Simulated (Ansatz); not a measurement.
# Stack of 1T-PtSe2 under alpha-Ga2S3 ferroelectric layer, shifted by two thirds of the diagonal in a perpendicular field, part 2 of 3

Wanted: the out-of-plane response of the stack of 1T-PtSe2 under alpha-Ga2S3 ferroelectric layer, shifted by two thirds of the diagonal. A positive field points along +c.

Ansatz 0.2.0; plane-wave DFT, PBE-D3(BJ), Ansatz PAW.

So far. Step 2 (Relaxing the slab): The lattice constant a goes from 3.700 to 3.653 Å.

## (3) Atoms held, field 0, start network

A sawtooth potential applies the field, turning back in the middle of the vacuum. With the dipole correction the typed value is the field outside the slab. The induced dipole is small, so the SCF threshold is tight.

The cell differs from the one that the last finished run ended in (c 54.022 → 29.493 Å).

Input file input.yaml:

```yaml
crystal:
  lattice:
    - [3.652750017, 0.0, 0.0]
    - [-1.8263750085, 3.1633743084, 0.0]
    - [0.0, 0.0, 29.4933861244]
  atoms:
    - { symbol: Se, position: [0.6666666667, 0.3333333333, 0.3051531608] }
    - { symbol: Pt, position: [0.0, 0.0, 0.3512755169] }
    - { symbol: Se, position: [0.3333333333, 0.6666666667, 0.3967659666] }
    - { symbol: S, position: [0.6666666667, 0.3333333333, 0.4951073556] }
    - { symbol: Ga, position: [0.0, 0.0, 0.5300965476] }
    - { symbol: S, position: [0.0, 0.0, 0.6048627119] }
    - { symbol: Ga, position: [0.3333333333, 0.6666666667, 0.6565525851] }
    - { symbol: S, position: [0.6666666667, 0.3333333333, 0.6948468392] }
kpoints:
  mp_grid: { grid: [18, 18, 1] }
  band_path:
    path: [[0, 0, 0], [0.5, 0, 0], [0.33333333, 0.33333333, 0], [0, 0, 0]]
    npoints: 16
hamiltonian:
  xc: pbe
  dispersion: d3bj
scf:
  occupations: { method: fermi_dirac, width: 0.02585 }
  convergence: { dr2_threshold: 1.0e-10 }
efield:
  axis: 3
  dipole_correction: true
  ramp_position: 0.97
  ramp_width: 0.06
  amplitude: 0
output:
  dos: { projected: true, e_range: [-6, 5] }
  write_potential: true
  write_density: true
  volumetric_format: npy
  elf: true
```

The run is started by

```
$ ansatz run input.yaml --threads 4 --pin off --max-ram 8192MiB --backend cpu --events-out ev --progress --plain --runs-dir out
```

Numbers of over 12 decimals in the logs are rounded to 6 here.

What it wrote:

```text
[...]
Crystal: 8 atoms, lattice volume = 340.797 Å³
Basis set: ecut = 420 eV, 6555 PW (Γ)
Bands: 57, of which v1, the nominal top of the filled ones, is band 47 counted from 1 (46 counted from 0)
Symmetry: 6 space group operations
[...]
k-points: 37 of 324 (time reversal used)
[...]
SCF iter   1: F=—  HF=-33739.915684 eV  |F-HF|=—  |Δ(HF+E_count)|=         —  Δρ=1.77e-3  dr2=4.61e-2  ethr=1.77e-3  p=-0.056 e·Å  D=-2.97e-2 V/Å  ΔV_dip=0.88 eV  dr2_dipole=1.01e-2  V_vac-E_F(+/−)=5.72/4.84 eV  ⟨swp⟩=8.6  Hψ=8957  notcnv=0  defer=14
efield: sawtooth ramp at fractional position 0.9700 (set: `efield.ramp_position`, or a place that a band, a saddle search or an elastic batch's reference lends), width 0.0600; the density the first Hamiltonian is built on has a dipole p = -0.056 e·Å; the dipole correction subtracts the counter field D = -2.97e-2 V/Å, which shifts the + side's vacuum level by +0.88 eV against the − side's; the planar-averaged density in the ramp window peaks in size at 1.2e-5 e/Å³
[...]
SCF iter   2: F=—  HF=-33739.914477 eV  |F-HF|=—  |Δ(HF+E_count)|=   1.21e-3  Δρ=1.24e-3  dr2=3.22e-2  ethr=4.90e-5  p=-0.093 e·Å  D=-4.94e-2 V/Å  ΔV_dip=1.46 eV  dr2_dipole=6.52e-3  V_vac-E_F(+/−)=6.30/4.84 eV  ⟨swp⟩=3.1  Hψ=3935  notcnv=0  defer=202
[...]
SCF iter  13: F=-33739.911184 eV  HF=-33739.911184 eV  |F-HF|=5.82e-11  |Δ(HF+E_count)|=  3.64e-11  Δρ=8.58e-8  dr2=6.55e-11  ethr=1.00e-12  p=-0.080 e·Å  D=-4.23e-2 V/Å  ΔV_dip=1.25 eV  dr2_dipole=3.98e-12  V_vac-E_F(+/−)=6.09/4.84 eV  ⟨swp⟩=11.6  Hψ=6937  notcnv=0
SCF 1 converged in 13 iterations: F = -33739.911184 eV  dr2 = 6.55e-11
[...]
NSCF: frozen V_eff on 49 k-points
efield: sawtooth ramp at fractional position 0.9700 (kept from the solve that this one continues, or follows in the run), width 0.0600; the density the first Hamiltonian is built on has a dipole p = -0.080 e·Å; the dipole correction subtracts the counter field D = -4.23e-2 V/Å, which shifts the + side's vacuum level by +1.25 eV against the − side's; the planar-averaged density in the ramp window peaks in size at 1.0e-5 e/Å³
WARN: The output density's exchange-correlation potential varies sharply where the density is thin. Do not read a vacuum level from v_tot or v_xc, or from such a field of the output density. On a cell that repeats whose density bears no net charge and no dipole along the vacuum's axis use v_es (v_loc + v_h of the components); under efield.dipole_correction with no amplitude use v_es + v_field, which holds any externa [...]
SCF converged after 13 iterations
Free energy (F): -33739.911184 eV
[...]
Internal energy: -33739.911184 eV  (E = F + TS)
E sigma→0 (E₀):  -33739.911184 eV
Fermi energy:    1.529892 eV
Dipole field:    D = -0.042331 V/Å  (p = -0.079724 e·Å, saw-weighted, corrected)
Work function:   Φ+ = 6.0899 eV   Φ− = 4.8415 eV
Levels:          The Fermi level and band energies are counted from a zero that moves with the ramp; work functions are not
[...]
--- Band table (eV; the first three rows and the last of 37) ---
  k-point 0: bands = [... 43 lower, 0.5099, 0.5099, 0.8008, 0.8008, 2.5187, 3.6527, 3.7351, 3.7351, ... 6 higher]
  k-point 1: bands = [... 43 lower, 0.4940, 0.6258, 0.8023, 0.8063, 2.6947, 3.4869, 3.6798, 3.8143, ... 6 higher]
  k-point 2: bands = [... 43 lower, 0.4048, 0.7107, 0.8039, 0.8129, 2.8490, 3.1679, 3.5455, 4.0970, ... 6 higher]
  k-point 36: bands = [... 43 lower, -1.0451, -0.2543, -0.2228, 0.4526, 2.4140, 2.5952, 3.4630, 4.0505, ... 6 higher]
```

Elapsed: 68 s, on 4 threads of Intel Xeon at 2.50GHz (Skylake/Cascade Lake), shared host; peak memory 1.3 GiB.

In the SCF lines HF is the Harris–Foulkes energy and dr2 the Hartree energy of the density residual, in eV; the loop may stop once dr2 is under the threshold and the program's other checks hold. Hψ counts applications of the Hamiltonian.

This step gave:

```yaml
gap_on_the_k_mesh: 1.385 eV
dipole_along_the_normal: -0.07972 e·Å
gap_along_the_path: 1.382 eV
smallest_direct_gap_along_the_path: 1.483 eV
step_between_the_vacuum_levels: 1.248 eV
ionisation_energy_upper_face: 6.799 eV
electron_affinity_upper_face: 5.417 eV
ionisation_energy_lower_face: 5.550 eV
gap_the_smaller_of_path_and_mesh: 1.382 eV
```

Running mean over a fixed 2.5 Å (it still follows the layers) of the planar mean; the ramp of the sawtooth is left out. The electron's electrostatic potential energy less the Fermi level by z:

```
z (Å)  electron's electrostatic potential energy less the Fermi level (eV)
  3.5                                                                 4.84
  4.0                                                                 4.84
  4.5                                                                 4.84
  5.0                                                                 4.84
  5.5                                                                 4.83
  6.0                                                                 4.80
  6.5                                                                 4.68
  7.0                                                                 4.13
  7.5                                                                 2.75
  8.0                                                                0.997
  8.5                                                                -1.25
  9.0                                                                -4.39
  9.5                                                                -7.41
 10.0                                                                -8.76
 10.5                                                                -8.92
 11.0                                                                -8.25
 11.5                                                                -5.93
 12.0                                                                -2.66
 12.5                                                               -0.295
 13.0                                                                0.324
 13.5                                                               -0.416
 14.0                                                                -2.24
 14.5                                                                -4.25
 15.0                                                                -5.69
 15.5                                                                -5.35
 16.0                                                                -3.78
 16.5                                                                -2.62
 17.0                                                                -2.16
 17.5                                                                -1.94
 18.0                                                                -2.73
 18.5                                                                -3.96
 19.0                                                                -4.67
 19.5                                                                -4.87
 20.0                                                                -4.48
 20.5                                                                -2.89
 21.0                                                               -0.746
 21.5                                                                 1.78
 22.0                                                                 4.10
 22.5                                                                 5.58
 23.0                                                                 5.98
 23.5                                                                 6.07
 24.0                                                                 6.09
 24.5                                                                 6.09
 25.0                                                                 6.09
 25.5                                                                 6.09
 26.0                                                                 6.09
```

The density of states has structure finer than the step of the table below, so its rows give means over 0.2 eV, whole bins alone (the curve runs from -6 to 2.66 eV). Peaks (eV: height): -5.81: 11.7, -4.79: 11.5, -3.19: 11.4, -2.97: 19.9, -1.53: 12.7, -1.12: 18.2, -0.73: 12.3.

Table of density of states by energy, zero at the Fermi level of the run, which the smearing sets inside the gap; means over each step:

```
energy (eV)  density of states (states/eV a cell)
       -5.8                                  7.68
       -5.6                                  6.06
       -5.4                                  3.58
       -5.2                                  3.72
       -5.0                                  4.38
       -4.8                                  6.61
       -4.6                                  6.13
       -4.4                                  8.42
       -4.2                                  7.27
       -4.0                                  6.42
       -3.8                                  4.56
       -3.6                                  3.25
       -3.4                                  5.29
       -3.2                                  7.41
       -3.0                                  11.1
       -2.8                                  5.90
       -2.6                                  3.75
       -2.4                                  3.86
       -2.2                                  5.86
       -2.0                                  5.18
       -1.8                                  4.35
       -1.6                                  7.61
       -1.4                                  4.98
       -1.2                                  8.45
       -1.0                                  7.04
       -0.8                                  5.07
       -0.6                                 0.136
       -0.4                                     0
       -0.2                                     0
        0.0                                     0
        0.2                                     0
        0.4                                     0
        0.6                                0.0405
        0.8                                  4.19
        1.0                                  3.11
        1.2                                  3.69
        1.4                                  5.92
        1.6                                  2.94
        1.8                                  5.02
        2.0                                  5.85
        2.2                                  2.11
        2.4                                  2.33
```

Projected DOS per atom over height of the atomic layer and energy from the Fermi level. Layers: Se Pt Se S Ga S Ga S from below.

Ten even steps from '0' (0.00 states/eV) to '9' (4.11 states/eV), each cell a mean:
```
00011010
00012011
11101010
22200000
22200000
00000000
00000000
00000000
10100000
31200505
22200205
21100102
21200202
01010201
19130211
01040101
04030000
14131211
24121211
13110100
14110000
28300000
```
Columns: height of the atomic layer (Å) from 9 to 20.5 (not evenly spaced); rows upwards: energy from the Fermi level (eV) from -5.96 to 2.59.

Electronic bands along the path, in eV, zero at the Fermi level of the run, which the smearing sets inside the gap:

```
  point  band 44  band 45  band 46  band 47  band 48  band 49  band 50  band 51
      Γ    -1.02    -1.02    -0.73    -0.73     0.99     2.12     2.21     2.21
halfway    -1.45    -1.07    -1.05    -0.84     0.70     1.76     1.77     2.33
      M    -2.51    -2.25    -1.50    -1.02     1.09     1.27     1.80     1.90
halfway    -2.14    -1.98    -1.72    -1.13     1.06     1.36     1.81     2.37
      K    -2.58    -1.78    -1.75    -1.08     0.88     1.07     1.93     2.52
halfway    -1.64    -1.42    -1.26    -0.83     0.92     1.16     2.17     2.74
      Γ    -1.02    -1.02    -0.73    -0.73     0.99     2.12     2.21     2.21
```

ELF in the ca plane at fractional y = 1.000, with atoms of Pt and Ga and S within 0.2 Å of it. It is the smooth field of the valence electrons, not physical close to the nuclei.

Ten even steps from '0' (0.00) to '9' (0.88), each cell a mean:
```
00001235777532100000121002597348730000000000
00012233565332100001222122589999621111100000
01234543333345420014554322368997422455432100
13567764323566641036776421124553224688764210
24677765212567751047887520000111124799875310
13677765223567751037777521012222224788875310
02356654333456531025665422246775323566653100
00123333454333210012443222478999521233211000
00001234676432100001221012588679720000000000
00001246777642100000121101596017730000000000
```
Columns run along c (16.0 Å, from fractional 0.24 to 0.78 of the cell), rows up along a (3.7 Å). Atoms in or near the plane, at fractional coordinates: Pt at (0.35, 0.00), Ga at (0.53, 0.00), S at (0.60, 0.00).

Electrostatic potential energy in the ca plane at fractional y = 1.000, with atoms of Pt and Ga and S within 0.2 Å of it. With pseudopotentials it is smooth inside the atoms' cores, unlike the true potential.

Ten even steps from '0' (-39 eV) to '9' (7 eV), each cell a mean:
```
99999999999840000589999998743335730105899999
99999999999872003799999999864347863247899999
99999999999887667889999999887678988788888999
99999999998888888888999998888889999998888889
99999999987788998878899998888999999998878888
99999999988788998878899998888899999998888888
99999999998888778888999998888889999888888889
99999999999885225899999999875568876568899999
99999999999850001689999998743336741016899999
99999999999830000489999998643334621204899999
```
Columns run along c (16.0 Å, from fractional 0.17 to 0.72 of the cell; values clipped at the 3rd and 97th percentile), rows up along a (3.7 Å). Atoms in or near the plane, at fractional coordinates: Pt at (0.35, 0.00), Ga at (0.53, 0.00), S at (0.60, 0.00).

Valence density in the ca plane at fractional y = 1.000, with atoms of Pt and Ga and S within 0.2 Å of it. It is the smooth field of the valence electrons, not physical close to the nuclei.

Ten steps, logarithmic in the rise over the least value, from '0' (0 e/Å³) to '9' (30 e/Å³), each cell a mean:
```
00000000000000000000025777420000000014885223
00000000000000000000113555310000000012442112
00000000000000000000112232111000000111111011
00000000000000000001111111111100000111100000
00000000000000000001111111111100001111100000
00000000000000000001111111111100001111100000
00000000000000000001111121111100000111110001
00000000000000000000112343211000000011221112
00000000000000000000014676410000000013663223
00000000000000000000125777520000000015996223
```
Columns run along c (16.0 Å, from fractional 0.06 to 0.60 of the cell), rows up along a (3.7 Å). Atoms in or near the plane, at fractional coordinates: Pt at (0.35, 0.00), Ga at (0.53, 0.00).

The gap is 1.38 eV, with the valence edge 6.80 eV and the conduction edge 5.42 eV under the upper vacuum level. Spin-orbit coupling, left out in this run, matters for the bands of elements this heavy.

## (4) Single point, field 0.1 V/Å

input.yaml, as its differences from that of step 3:

```diff
@@ -28,7 +28,6 @@
   dipole_correction: true
-  ramp_position: 0.97
-  ramp_width: 0.06
-  amplitude: 0
+  ramp_position: 0.9576
+  ramp_width: 0.0797
+  amplitude: 0.1
 output:
-  dos: { projected: true, e_range: [-6, 5] }
   write_potential: true
@@ -36,2 +35 @@
   volumetric_format: npy
-  elf: true
```

What it wrote:

```text
[...]
Crystal: 8 atoms, lattice volume = 340.797 Å³
Basis set: ecut = 420 eV, 6555 PW (Γ)
Bands: 57, of which v1, the nominal top of the filled ones, is band 47 counted from 1 (46 counted from 0)
Symmetry: 6 space group operations
[...]
k-points: 37 of 324 (time reversal used)
[...]
k-point 0: bands = [... 43 lower, 0.5613, 0.5613, 0.7473, 0.7473, 2.5381, 3.6814, 3.6814, 3.7069, ... 6 higher]
  k-point 1: bands = [... 43 lower, 0.5393, 0.6760, 0.7537, 0.7560, 2.7142, 3.4336, 3.6260, 3.8678, ... 6 higher]
  k-point 2: bands = [... 43 lower, 0.3617, 0.7399, 0.7719, 0.7739, 2.8144, 3.1703, 3.4917, 4.1482, ... 6 higher]
  k-point 36: bands = [... 43 lower, -0.9957, -0.3052, -0.2776, 0.5100, 2.3611, 2.5434, 3.5023, 4.0742, ... 6 higher]
[key lines of the parts left out:]
SCF converged after 16 iterations
Free energy (F): -33739.907209 eV
Fermi energy:    1.487915 eV
Dipole field:    D = 0.000126 V/Å  (p = 0.000238 e·Å, saw-weighted, corrected)
```

Wall time 76 s (4 threads); peak memory 1.2 GiB.

The dipole is 2.4e-4 e·Å, 0.0800 e·Å from its value without field, and the gap 1.358 eV.

(Continued in part 3 of 3.)

[Logs are printed without paths, hosts, clocks, repeated set-up lines and the standing remarks that a program may print on its own settings, such as how far it seeks lower states.]

[Hosts, paths, dates, database ids (printed as entryN), source tags and the programs' standing remarks are cut or masked in the printed files.]

[Maps of the electrostatic potential energy from Ansatz leave out the sawtooth potential of an applied field or a dipole correction, so their vacuum need not be flat; planar profiles and work functions include it.]

[The density of states shown here was stored with 400 of the rows of the run's finer table, so its peaks can read low, often by over a quarter, or be missed, and its means over a window can be off by a tenth or more.]
